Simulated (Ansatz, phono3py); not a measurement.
**CdS (Greenockite, P6_3mc): solver, mesh and scattering choices in phono3py**

Wanted: the sensitivity of κ of CdS (Greenockite) to the choices of the transport step.

What experiment has found for this phase:
- thermal conductivity 16 W/m/K near room temperature (given in “Combining the AFLOW GIBBS and Elastic Libraries to efficiently and robustly screen thermo-mechanical properties of solids”, 2017, arXiv:1611.05714)

Main program and level: Ansatz 0.2.0 and phono3py 4.10.0; DFT LDA, scalar-relativistic, plane waves, PAW; PAW set soft_1, in the first sound run; inputs show where later runs differ.

The database entry behind the starting cell differs from later determinations by our own check (about 0.35 % long), so it need not match the best structure at ambient conditions.

## 1. The structure

The structure is hexagonal, space group P6_3mc (No. 186). The conventional cell has a = 4.074 Å, b = 4.074 Å, c = 6.639 Å, α = 90.00°, β = 90.00°, γ = 120.00°. Cd has 4 S at 2.49 to 2.50 Å nearest. Nearest to S lie 4 Cd at 2.49 to 2.50 Å. Farther neighbours and most contacts between anions are not listed.

## 2. The earlier run that gave the force constants

File input.yaml:

```yaml
crystal:
  lattice:
    - [4.0738436099, 0.0, 0.0]
    - [-2.0369218049, 3.5280520572, 0.0]
    - [0.0, 0.0, 6.6387608611]
  atoms:
    - { symbol: Cd, position: [0.3333333333, 0.6666666667, -0.0005357185] }
    - { symbol: Cd, position: [0.6666666667, 0.3333333333, 0.4994642815] }
    - { symbol: S, position: [0.3333333333, 0.6666666667, 0.3755357185] }
    - { symbol: S, position: [0.6666666667, 0.3333333333, 0.8755357185] }
kpoints:
  mp_grid: { grid: [9, 9, 4] }
hamiltonian:
  xc: lda
  pseudopotentials: { kind: paw, azcp: { folder: soft_1 }, xc_functional: pbe }
scf:
  occupations: { method: fixed }
  lower_state_search: "off"
output:
  eigenvalues: true
phonons:
  method: fd
  dielectric: true
  supercell: [3, 3, 2]
  temperatures: { t_max: 1000, t_step: 50 }
  qpath:
    path:
      - [[0.0, 0.0, 0.0], [0.5, 0.0, 0.0], [0.33333333, 0.33333333, 0.0], [0.0, 0.0, 0.0], [0.0, 0.0, 0.5], [0.5, 0.0, 0.5], [0.33333333, 0.33333333, 0.5], [0.0, 0.0, 0.5]]
      - [[0.5, 0.0, 0.5], [0.5, 0.0, 0.0]]
      - [[0.33333333, 0.33333333, 0.0], [0.33333333, 0.33333333, 0.5]]
    npoints: 10
  third_order: { supercell: [3, 3, 2], pair_cutoff: 4.928 }
  lattice_thermal_conductivity:
    qmesh: [15, 15, 7]
    temperatures: [100.0, 150.0, 200.0, 300.0, 400.0, 500.0, 600.0, 800.0]
    isotope_mass_variance:
      - { species: Cd, variance: 0.0002716 }
      - { species: S, variance: 0.0001651 }
```

Command:

```console
$ ansatz run input.yaml --threads 18 --pin off --max-ram 92160MiB --backend cuda --events-out ev --progress --plain --runs-dir out --max-vram 78GiB
```

Run time: 14 min. Hardware: 1 × NVIDIA GB200 with 18 threads of Arm Neoverse V2, shared host; peak memory 5.6 GiB.

This step gave:

```
highest frequency            : 309 cm⁻¹
κ at 300 K (relaxation time) : 15.52 W/m/K
κ at 300 K (full solution)   : 17.55 W/m/K
dipole term                  : run
third-order blocks           : 1444
```

## 3. Relaxation-time solution

The base run: each mode relaxes on its own with natural isotopes, and rates are split into normal and umklapp parts.

This step: DFT LDA, scalar-relativistic, plane waves, PAW; PAW set soft_1; phono3py on Ansatz's force constants (phono3py 4.10.0).

File phono3py.yaml:

```yaml
phono3py:
  version: "4.10.0"
  frequency_unit_conversion_factor: 15.633302
  symmetry_tolerance: 1.00000e-05

physical_unit:
  atomic_mass: "AMU"
  length: "angstrom"

space_group:
  type: "P6_3mc"
  number: 186
  Hall_symbol: "P 6c -2c"

primitive_matrix:
- [  1.000000000000000,  0.000000000000000,  0.000000000000000 ]
- [  0.000000000000000,  1.000000000000000,  0.000000000000000 ]
- [  0.000000000000000,  0.000000000000000,  1.000000000000000 ]

supercell_matrix:
- [   3,   0,   0 ]
- [   0,   3,   0 ]
- [   0,   0,   2 ]

# [primitive_cell block left out]
unit_cell:
  lattice:
  - [     4.073843609889433,    -0.000000000028867,     0.000000000000000 ] # a
  - [    -2.036921804919716,     3.528052057223585,     0.000000000000000 ] # b
  - [     0.000000000000000,     0.000000000000000,     6.638760861100000 ] # c
  points:
  - symbol: Cd # 1
    coordinates: [  0.333333333333333,  0.666666666666667, -0.000535718500000 ]
    mass: 112.414000
    reduced_to: 1
  - symbol: Cd # 2
    coordinates: [  0.666666666666667,  0.333333333333333,  0.499464281500000 ]
    mass: 112.414000
    reduced_to: 2
  - symbol: S # 3
    coordinates: [  0.333333333333333,  0.666666666666667,  0.375535718500000 ]
    mass: 32.060000
    reduced_to: 3
  - symbol: S # 4
    coordinates: [  0.666666666666667,  0.333333333333333,  0.875535718500000 ]
    mass: 32.060000
    reduced_to: 4

# [supercell block left out]
phonon_supercell_matrix:
- [   3,   0,   0 ]
- [   0,   3,   0 ]
- [   0,   0,   2 ]

# [phonon_primitive_cell block left out]
# [phonon_supercell block left out]
nac:
  born_effective_charge:
  - # 1 (Cd)
    - [  2.064341894704158,  0.000000000000000,  0.000000000000000 ]
    - [  0.000000000000000,  2.064341894704158,  0.000000000000000 ]
    - [  0.000000000000000,  0.000000000000000,  2.163932318927105 ]
  - # 2 (Cd)
    - [  2.064341894704158,  0.000000000000000,  0.000000000000000 ]
    - [  0.000000000000000,  2.064341894704158,  0.000000000000000 ]
    - [  0.000000000000000,  0.000000000000000,  2.163932318927105 ]
  - # 3 (S)
    - [ -2.064341894704158,  0.000000000000000,  0.000000000000000 ]
    - [  0.000000000000000, -2.064341894704158,  0.000000000000000 ]
    - [  0.000000000000000,  0.000000000000000, -2.163932318927105 ]
  - # 4 (S)
    - [ -2.064341894704158,  0.000000000000000,  0.000000000000000 ]
    - [  0.000000000000000, -2.064341894704158,  0.000000000000000 ]
    - [  0.000000000000000,  0.000000000000000, -2.163932318927105 ]
  dielectric_constant:
    - [  6.409958018941685,  0.000000000000000,  0.000000000000000 ]
    - [ -0.000000000000001,  6.409958018941684,  0.000000000000000 ]
    - [  0.000000000000000,  0.000000000000000,  6.516668704070238 ]
  unit_conversion_factor: 14.399645
```

Command:

```console
$ phono3py phono3py.yaml --mesh 15 15 7 --br --isotope --nu --ts 100 150 200 300 400 500 600 800
```

The log of the run:

```text
Rust backend (phonors) using rayon (8 threads).
Running in phono3py.load mode.
Spglib version 2.8.0
----------------------------- General settings -----------------------------
Run mode: conductivity-RTA
HDF5 data compression filter: gzip
Crystal structure was read from "phono3py.yaml".
Supercell (dim): [3 3 2]
Phonon supercell (dim-fc2): [3 3 2]
Primitive matrix:
  [1. 0. 0.]
  [0. 1. 0.]
  [0. 0. 1.]
Spacegroup: P6_3mc (186)
Use -v option to watch primitive cell, unit cell, and supercell structures.
NAC parameters were read from "phono3py.yaml".
fc3 was read from "fc3.hdf5".
fc2 was read from "fc2.hdf5".
----------------------------- Force constants ------------------------------
Max drift of fc3: 0.00000300 (zzz) 0.00000300 (zzz) 0.00000300 (zzz)
Max drift of fc2: -0.00000600 (zz) -0.00000600 (zz)
--------------------------- Calculation settings ---------------------------
Non-analytical term correction (NAC): True
NAC unit conversion factor:  14.39964
BZ integration: Tetrahedron-method
Temperature:  100.0  150.0  200.0  300.0  400.0 ... 800.0
Cutoff frequency: 0.01
Mesh sampling: [ 15 15 7 ]
Generating grid system ... [ 15 15 7 ]
fc3-r2q-transformation over three atoms: True
--------------------------- Phonon calculations ----------------------------
Use NAC by Gonze et al. (no real space sum in current implementation)
  PRB 50, 13035(R) (1994), PRB 55, 10355 (1997)
  G-cutoff distance: 0.91, Number of G-points: 313, Lambda: 0.24
Running harmonic phonon calculations...
-------------------- Lattice thermal conductivity (RTA) --------------------
Running heat capacity calculations...
Running velocity calculations...
Running isotope scattering calculations with tetrahedron method...
======================= Grid point 0 (1/108) =======================
q-point: ( 0.00  0.00  0.00)
Boundary mean free path (millimeter): 1000.000
Mass variance parameters: 2.72e-04 2.72e-04 1.65e-04 1.65e-04
Number of triplets: 108
Frequency     group velocity (x, y, z)     |gv|
  -0.004   (   0.000    0.000    0.000)    0.000
  -0.003   (   0.000    0.000    0.000)    0.000
   0.002   (   0.000    0.000    0.000)    0.000
   1.260   (   0.000   -0.000    0.000)    0.000
   1.260   (   0.000    0.000    0.000)    0.000
   4.103   (  -0.000    0.000   -0.000)    0.000
   7.210   (   0.000    0.000   -0.000)    0.000
   7.423   (   0.000    0.000    0.000)    0.000
   7.423   (   0.000   -0.000   -0.000)    0.000
   7.815   (   0.000   -0.000    0.000)    0.000
   7.815   (   0.000   -0.000   -0.000)    0.000
   9.198   (   0.000    0.000    0.000)    0.000
======================= Grid point 1 (2/108) =======================
q-point: ( 0.07  0.00  0.00)
Boundary mean free path (millimeter): 1000.000
Mass variance parameters: 2.72e-04 2.72e-04 1.65e-04 1.65e-04
Number of triplets: 256
Frequency     group velocity (x, y, z)     |gv|
   0.258   (  11.771    6.796    0.000)   13.592
   0.291   (  18.069   10.432    0.000)   20.864
   0.783   (  33.817   19.524    0.000)   39.049
   1.261   (   0.188    0.108    0.000)    0.217
[...]
[105 grid points left out]
======================= Grid point 805 (108/108) =======================
q-point: ( 0.33  0.33  0.43)
Boundary mean free path (millimeter): 1000.000
Mass variance parameters: 2.72e-04 2.72e-04 1.65e-04 1.65e-04
Number of triplets: 165
Frequency     group velocity (x, y, z)     |gv|
[...]
4.232   (  -0.533   -0.922    2.114)    2.367
   4.232   (   0.533    0.922    2.114)    2.367
   8.145   (  -0.418   -0.724   -1.300)    1.545
   8.145   (   0.418    0.724   -1.300)    1.545
   8.731   (  -0.416   -0.720   -0.007)    0.831
   8.731   (   0.415    0.720   -0.007)    0.831
   8.911   (   0.000    0.000    6.464)    6.464
   9.048   (   0.000    0.000   -6.009)    6.009
=================== End of collection of collisions ===================
----------- Thermal conductivity (W/m-k) with tetrahedron method -----------
#  T(K)        xx         yy         zz         yz         xz         xy
  100.0      46.245     46.245     51.116      0.000      0.000     -0.000
  150.0      30.206     30.206     32.300      0.000      0.000     -0.000
  200.0      22.608     22.608     23.781      0.000      0.000     -0.000
  300.0      15.256     15.256     15.797      0.000      0.000     -0.000
  400.0      11.595     11.595     11.918      0.000      0.000     -0.000
  500.0       9.377      9.377      9.595      0.000      0.000     -0.000
  600.0       7.880      7.880      8.041      0.000      0.000     -0.000
  800.0       5.982      5.982      6.082      0.000      0.000     -0.000

Thermal conductivity related properties were written into
"kappa-m15157.hdf5".
Summary of calculation was written in "phono3py.yaml".
```

Run time: 20 s. Hardware: 8 threads of Intel Xeon at 2.70GHz, shared host; peak memory 0.09 GiB; 2.2 min of CPU time.

This step gave:

- κ at 300 K: 15.44 W/m/K
- κ xx, yy, zz at 300 K: 15.26, 15.26, 15.8 W/m/K
- normal share of three-phonon scattering at 300 K: 0.588

W/m/K. Kappa, by row:

| T (K) | xx | yy | zz | yz | xz | xy |
| --- | --- | --- | --- | --- | --- | --- |
| 100 | 46.25 | 46.25 | 51.12 | 0 | 0 | 0 |
| 150 | 30.21 | 30.21 | 32.3 | 0 | 0 | 0 |
| 200 | 22.61 | 22.61 | 23.78 | 0 | 0 | 0 |
| 300 | 15.26 | 15.26 | 15.8 | 0 | 0 | 0 |
| 400 | 11.6 | 11.6 | 11.92 | 0 | 0 | 0 |
| 500 | 9.377 | 9.377 | 9.595 | 0 | 0 | 0 |
| 600 | 7.88 | 7.88 | 8.041 | 0 | 0 | 0 |
| 800 | 5.982 | 5.982 | 6.082 | 0 | 0 | 0 |

Table of lattice thermal conductivity by temperature:

| temperature (K) | xx (W/m/K) | zz (W/m/K) |
| --- | --- | --- |
| 100 | 46.2 | 51.1 |
| 150 | 30.2 | 32.3 |
| 200 | 22.6 | 23.8 |
| 300 | 15.3 | 15.8 |
| 400 | 11.6 | 11.9 |
| 500 | 9.38 | 9.60 |
| 600 | 7.88 | 8.04 |
| 800 | 5.98 | 6.08 |

The mean scattering rate at 300 K by frequency:

| frequency (THz) | normal (1/ps) | umklapp (1/ps) |
| --- | --- | --- |
| 0.19 | 0.00412 | 1.5e-4 |
| 0.58 | 0.00764 | 0.00118 |
| 0.97 | 0.00895 | 0.0033 |
| 1.35 | 0.0111 | 0.00853 |
| 1.74 | 0.0106 | 0.0123 |
| 2.12 | 0.0168 | 0.0198 |
| 2.51 | 0.103 | 0.0468 |
| 2.90 | 0.132 | 0.129 |
| 3.28 | 0.122 | 0.155 |
| 3.67 | 0.0984 | 0.109 |
| 4.06 | 0.0606 | 0.0588 |
| 4.44 | 0.0363 | 0.0499 |
| 4.83 | - | - |
| 5.22 | - | - |
| 5.60 | - | - |
| 5.99 | - | - |
| 6.37 | - | - |
| 6.76 | - | - |
| 7.15 | 0.682 | 0.0671 |
| 7.53 | 0.458 | 0.181 |
| 7.92 | 0.167 | 0.0854 |
| 8.31 | 0.0604 | 0.0446 |
| 8.69 | 0.0625 | 0.0192 |
| 9.08 | 0.223 | 0.0946 |

The base value at 300 K is 15.4 W/(m K).

The lattice thermal conductivity is 15.3 W/m/K at 300 K (xx), going as T^-1.0 above 200 K; 15.8 W/m/K at 300 K (zz), going as T^-1.0 above 200 K.

## 4. Two programs, one set of constants

This step: DFT LDA, scalar-relativistic, plane waves, PAW; PAW set soft_1 (Ansatz 0.2.0).

Ansatz's figure includes its coherence part. Comparison, by row:

| T (K) | Ansatz RTA (W/m/K) | phono3py RTA (W/m/K) | difference (%) |
| --- | --- | --- | --- |
| 100 | 48.08 | 47.87 | -0.43 |
| 150 | 31.04 | 30.91 | -0.43 |
| 200 | 23.11 | 23 | -0.48 |
| 300 | 15.52 | 15.44 | -0.54 |
| 400 | 11.78 | 11.71 | -0.65 |
| 500 | 9.528 | 9.45 | -0.82 |
| 600 | 8.011 | 7.934 | -0.97 |
| 800 | 6.093 | 6.015 | -1.27 |

## 5. Without isotopes, third order supercell 3×3×2, supercell 3×3×2

Leaving out the isotope term shows how much the natural mass disorder scatters.

This step: DFT LDA, scalar-relativistic, plane waves, PAW; PAW set soft_1; phono3py on Ansatz's force constants (phono3py 4.10.0).

phono3py.yaml is that of step 3.

Command:

```console
$ phono3py phono3py.yaml --mesh 15 15 7 --br --ts 100 150 200 300 400 500 600 800
```

The log of the run:

```text
[banner, memory and clock lines left out]
Rust backend (phonors) using rayon (8 threads).
Running in phono3py.load mode.
Spglib version 2.8.0
----------------------------- General settings -----------------------------
Run mode: conductivity-RTA
HDF5 data compression filter: gzip
Crystal structure was read from "phono3py.yaml".
Supercell (dim): [3 3 2]
Phonon supercell (dim-fc2): [3 3 2]
Primitive matrix:
  [1. 0. 0.]
  [0. 1. 0.]
  [0. 0. 1.]
Spacegroup: P6_3mc (186)
Use -v option to watch primitive cell, unit cell, and supercell structures.
NAC parameters were read from "phono3py.yaml".
fc3 was read from "fc3.hdf5".
fc2 was read from "fc2.hdf5".
----------------------------- Force constants ------------------------------
Max drift of fc3: 0.00000300 (zzz) 0.00000300 (zzz) 0.00000300 (zzz)
Max drift of fc2: -0.00000600 (zz) -0.00000600 (zz)
--------------------------- Calculation settings ---------------------------
Non-analytical term correction (NAC): True
NAC unit conversion factor:  14.39964
BZ integration: Tetrahedron-method
Temperature:  100.0  150.0  200.0  300.0  400.0 ... 800.0
Cutoff frequency: 0.01
Mesh sampling: [ 15 15 7 ]
Generating grid system ... [ 15 15 7 ]
fc3-r2q-transformation over three atoms: True
--------------------------- Phonon calculations ----------------------------
  PRB 50, 13035(R) (1994), PRB 55, 10355 (1997)
  G-cutoff distance: 0.91, Number of G-points: 313, Lambda: 0.24
Running harmonic phonon calculations...
-------------------- Lattice thermal conductivity (RTA) --------------------
Running heat capacity calculations...
Running velocity calculations...
======================= Grid point 0 (1/108) =======================
q-point: ( 0.00  0.00  0.00)
Boundary mean free path (millimeter): 1000.000
Number of triplets: 108
Frequency     group velocity (x, y, z)     |gv|
  -0.004   (   0.000    0.000    0.000)    0.000
  -0.003   (   0.000    0.000    0.000)    0.000
   0.002   (   0.000    0.000    0.000)    0.000
   1.260   (   0.000   -0.000    0.000)    0.000
   1.260   (   0.000    0.000    0.000)    0.000
   4.103   (  -0.000    0.000   -0.000)    0.000
   7.210   (   0.000    0.000   -0.000)    0.000
   7.423   (   0.000    0.000    0.000)    0.000
   7.423   (   0.000   -0.000   -0.000)    0.000
   7.815   (   0.000   -0.000    0.000)    0.000
   7.815   (   0.000   -0.000   -0.000)    0.000
   9.198   (   0.000    0.000    0.000)    0.000
======================= Grid point 1 (2/108) =======================
q-point: ( 0.07  0.00  0.00)
Boundary mean free path (millimeter): 1000.000
Number of triplets: 256
Frequency     group velocity (x, y, z)     |gv|
   0.258   (  11.771    6.796    0.000)   13.592
   0.291   (  18.069   10.432    0.000)   20.864
   0.783   (  33.817   19.524    0.000)   39.049
   1.261   (   0.188    0.108    0.000)    0.217
[...]
[105 grid points left out]
======================= Grid point 805 (108/108) =======================
q-point: ( 0.33  0.33  0.43)
Boundary mean free path (millimeter): 1000.000
Number of triplets: 165
Frequency     group velocity (x, y, z)     |gv|
[...]
4.232   (  -0.533   -0.922    2.114)    2.367
   4.232   (   0.533    0.922    2.114)    2.367
   8.145   (  -0.418   -0.724   -1.300)    1.545
   8.145   (   0.418    0.724   -1.300)    1.545
   8.731   (  -0.416   -0.720   -0.007)    0.831
   8.731   (   0.415    0.720   -0.007)    0.831
   8.911   (   0.000    0.000    6.464)    6.464
   9.048   (   0.000    0.000   -6.009)    6.009
=================== End of collection of collisions ===================
----------- Thermal conductivity (W/m-k) with tetrahedron method -----------
#  T(K)        xx         yy         zz         yz         xz         xy
  100.0      61.808     61.808     65.511      0.000      0.000     -0.000
  150.0      37.206     37.206     38.499      0.000      0.000     -0.000
  200.0      26.709     26.709     27.329      0.000      0.000     -0.000
  300.0      17.219     17.219     17.457      0.000      0.000     -0.000
  400.0      12.760     12.760     12.890      0.000      0.000     -0.000
  500.0      10.150     10.150     10.237      0.000      0.000     -0.000
  600.0       8.433      8.433      8.496      0.000      0.000     -0.000
  800.0       6.305      6.305      6.347      0.000      0.000     -0.000

Thermal conductivity related properties were written into
"kappa-m15157.hdf5".
Summary of calculation was written in "phono3py.yaml".
```

Elapsed: 17 s, on 8 threads; peak memory 0.09 GiB.

Numbers from this step:

```
κ at 300 K            : 17.3 W/m/K
κ xx, yy, zz at 300 K : 17.22, 17.22, 17.46 W/m/K
```

W/m/K. Kappa, by row:

| T (K) | xx | yy | zz | yz | xz | xy |
| --- | --- | --- | --- | --- | --- | --- |
| 100 | 61.81 | 61.81 | 65.51 | 0 | 0 | 0 |
| 150 | 37.21 | 37.21 | 38.5 | 0 | 0 | 0 |
| 200 | 26.71 | 26.71 | 27.33 | 0 | 0 | 0 |
| 300 | 17.22 | 17.22 | 17.46 | 0 | 0 | 0 |
| 400 | 12.76 | 12.76 | 12.89 | 0 | 0 | 0 |
| 500 | 10.15 | 10.15 | 10.24 | 0 | 0 | 0 |
| 600 | 8.433 | 8.433 | 8.496 | 0 | 0 | 0 |
| 800 | 6.305 | 6.305 | 6.347 | 0 | 0 | 0 |

κ at 300 K goes from 15.4 in the base run to 17.3 W/(m K).

[end of part 1 of 5]

[Logs are printed without paths, hosts, clocks, repeated set-up lines and the standing remarks that a program may print on its own settings, such as how far it seeks lower states.]

[Hosts, paths, dates, database ids (printed as entryN), source tags and the programs' standing remarks are cut or masked in the printed files.]

[A step with changed settings may run another functional than the one named; its input shows which.]
